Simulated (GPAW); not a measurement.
# Tellurium (P3_121, 3 atoms a cell): G0W0 on several meshes in GPAW

Wanted: mesh dependence and cost of G0W0 for Tellurium (P3_121, 3 atoms a cell).

Program: GPAW 26.7.0. Level of theory: PBE and many-body steps on it, plane waves. Results are calculated unless marked as measured.

Most raw output is cut from this account.

The database entry behind the starting cell differs from later determinations by our own check (inner coordinate of an old entry), so it need not match the best structure at ambient conditions.

## 1. The starting structure

The structure is trigonal, space group P3_121 (No. 152). Conventional cell: a = 4.454 Å, b = 4.454 Å, c = 5.924 Å, α = 90.00°, β = 90.00°, γ = 120.00°. Nearest to Te lie 2 Te at 2.86 Å.

Structure file:

```
Te
1.0
     4.45400    0.00000    0.00000
    -2.22700    3.85728    0.00000
     0.00000    0.00000    5.92400
Te
3
Direct
  0.26900 0.00000 0.33333
  0.00000 0.26900 0.66667
  0.73100 0.73100 0.00000
```

The cell and positions come from the Crystallography Open Database and are kept as given unless a step says otherwise. Spin-orbit coupling is left out unless a step names it.

## 2. Empty states on the mesh, 3×3×4 mesh, 352 bands

This step: GPAW 26.7.0; DFT, PBE, plane waves, PAW.

The sums over transitions need many empty states on a uniform mesh; this step solves for them.

run.py

```python
import json
import numpy as np
from gpaw.mpi import world
from gpaw import GPAW

calc = GPAW('gs.gpw').fixed_density(kpts={'size': (3, 3, 4), 'gamma': True},
    parallel={'domain': 1, 'band': 1},
    txt='nscf.txt')
calc.diagonalize_full_hamiltonian(nbands=352)
calc.write('full.gpw', mode='all')
res = {}
kpts = calc.get_ibz_k_points()
res['kpts'] = kpts
res['eigenvalues'] = [calc.get_eigenvalues(kpt=k) for k in range(len(kpts))]
res['n_electrons'] = calc.get_number_of_electrons()

if world.rank == 0:
    with open('result.json', 'w') as f:
        json.dump(res, f, default=lambda x: x.tolist())
```

Command:

```sh
$ mpirun -n 4 gpaw python run.py
```

The job ended after 26 s (4 MPI ranks of Intel Xeon Platinum 8559C (Emerald Rapids), shared host; peak memory 2.3 GiB).

This step gave:

```
gap                                                           : 0.1680 eV
k of the valence top                                          : 0.3333, 0.3333, 0.5
k of the conduction bottom                                    : 0.3333, 0.3333, 0.5
least direct gap                                              : 0.1680 eV
k points computed                                             : 14
lowest point of the top converged band, above the valence top : 117.8947 eV
```

On this mesh the gap is 0.168 eV.

## 3. 3×3×4

G0W0 replaces the xc potential by the self-energy, built once from these orbitals. Only a window of levels is corrected, while the sums run over the empty bands that the input names.

This step: G0W0 on PBE, plane waves, PAW.

run.py

```python
import json
import numpy as np
from gpaw.mpi import world
from gpaw.response.g0w0 import G0W0

gw = G0W0('full.gpw',
    filename='gw',
    kpts=[0, 13],
    bands=(7, 11),
    ecut=78,
    nbands=159,
    integrate_gamma='WS',
    ppa=True)
gw.calculate()
res = {mode: {k: v for k, v in r.items() if k != 'sigma_eskwn'}
       for mode, r in gw.all_results.items()}

if world.rank == 0:
    with open('result.json', 'w') as f:
        json.dump(res, f, default=lambda x: x.tolist())
```

Command:

```sh
$ mpirun -n 4 gpaw python run.py
```

It took 46 s on 4 MPI ranks; peak memory 1.1 GiB.

Numbers from this step:

* G0W0 gap on the points computed: 0.3988 eV
* least direct G0W0 gap on the computed points: 0.3988 eV
* Z at the valence top: 0.7730
* Z at the conduction bottom: 0.7757
* starting gap on the mesh: 0.1680 eV
* k of the valence top: 0.3333, 0.3333, 0.5
* k of the conduction bottom: 0.3333, 0.3333, 0.5

The gap on the mesh goes from 0.17 eV to 0.40 eV, a correction of +0.23 eV.

## 4. Empty states on the mesh, 3×3×2 mesh, 169 bands

This step: DFT, PBE, plane waves, PAW.

run.py

```python
import json
import numpy as np
from gpaw.mpi import world
from gpaw import GPAW

calc = GPAW('gs.gpw').fixed_density(kpts={'size': (3, 3, 2), 'gamma': True},
    parallel={'domain': 1, 'band': 1},
    txt='nscf.txt')
calc.diagonalize_full_hamiltonian(nbands=169)
calc.write('full.gpw', mode='all')
res = {}
kpts = calc.get_ibz_k_points()
res['kpts'] = kpts
res['eigenvalues'] = [calc.get_eigenvalues(kpt=k) for k in range(len(kpts))]
res['n_electrons'] = calc.get_number_of_electrons()

if world.rank == 0:
    with open('result.json', 'w') as f:
        json.dump(res, f, default=lambda x: x.tolist())
```

Command:

```sh
$ mpirun -n 4 gpaw python run.py
```

It took 14 s on 4 MPI ranks; peak memory 2.2 GiB; 55 s of CPU time.

Numbers from this step:

```
gap                                                           : 0.1680 eV
k of the valence top                                          : 0.3333, 0.3333, 0.5
k of the conduction bottom                                    : 0.3333, 0.3333, 0.5
least direct gap                                              : 0.1680 eV
k points computed                                             : 8
lowest point of the top converged band, above the valence top : 67.8280 eV
```

On this mesh the gap is 0.168 eV.

## 5. 3×3×2

This step: G0W0 on PBE, plane waves, PAW.

run.py

```python
import json
import numpy as np
from gpaw.mpi import world
from gpaw.response.g0w0 import G0W0

gw = G0W0('full.gpw',
    filename='gw',
    kpts=[0, 7],
    bands=(7, 11),
    ecut=78,
    nbands=159,
    integrate_gamma='WS',
    ppa=True)
gw.calculate()
res = {mode: {k: v for k, v in r.items() if k != 'sigma_eskwn'}
       for mode, r in gw.all_results.items()}

if world.rank == 0:
    with open('result.json', 'w') as f:
        json.dump(res, f, default=lambda x: x.tolist())
```

Command:

```sh
$ mpirun -n 4 gpaw python run.py
```

The job ended after 18 s (4 MPI ranks; peak memory 1 GiB; 72 s of CPU time).

Numbers from this step:

```
G0W0 gap on the points computed              : 0.4330 eV
least direct G0W0 gap on the computed points : 0.4330 eV
Z at the valence top                         : 0.7774
Z at the conduction bottom                   : 0.7795
starting gap on the mesh                     : 0.1680 eV
k of the valence top                         : 0.3333, 0.3333, 0.5
k of the conduction bottom                   : 0.3333, 0.3333, 0.5
```

Against G0W0 in GPAW (3×3×4 mesh, 159 bands, screening to 78 eV, Godby-Needs plasmon pole), the gap moves by +0.034 eV.

## 6. The runs together

Times are wall times on 4 MPI ranks of Intel Xeon Platinum 8559C (Emerald Rapids), shared host, good to a factor of about two.

| run | mesh | bands | screening cutoff (eV) | DFT gap (eV) | gap on the mesh (eV) | direct (eV) | time |
| --- | --- | --- | --- | --- | --- | --- | --- |
| 3×3×4 | 3×3×4 | 159 | 78 | 0.168 | 0.399 | 0.399 | 46 s |
| 3×3×2 | 3×3×2 | 159 | 78 | 0.168 | 0.433 | 0.433 | 18 s |

## 7. Outcome

* 3×3×4: 0.399 eV
* 3×3×2: 0.433 eV
* known limits: not at the basis limit; model gap, bands may invert with spin-orbit coupling; no spin-orbit coupling; coarse k mesh

3×3×2: +0.034 eV against 3×3×4. Bands and cutoff are finite, so the gap is not at the basis limit. The miss can reach some tenths of an eV and take either sign; the mesh is an error of its own. These stock PAW sets were not made for GW; the filled d or f shell of Te lies in the frozen core, which bears on start and correction. In the G0W0 runs levels were corrected at 2 k points alone, so a gap called «on the mesh» is the least over those, and an edge elsewhere would be missed. The 3×3×4 mesh is coarse for this cell, which bears on the long-range parts of exchange and screening. With atoms this heavy and so narrow a gap, spin-orbit coupling can invert the bands. These scalar-relativistic gaps are then model values, not to be set against experiment, and a spin-orbit change taken from DFT can't simply be added.

[Paths, hosts, dates, memory and timing lines, banners, echoed tables and standing remarks are left out of the program output.]

[Logs are printed without paths, hosts, clocks, repeated set-up lines and the standing remarks that a program may print on its own settings, such as how far it seeks lower states.]

[Runs of the session that timed out or met a known fault of the program may be left out.]

[Hosts, paths, dates, database ids (printed as entryN), source tags and the programs' standing remarks are cut or masked in the printed files.]
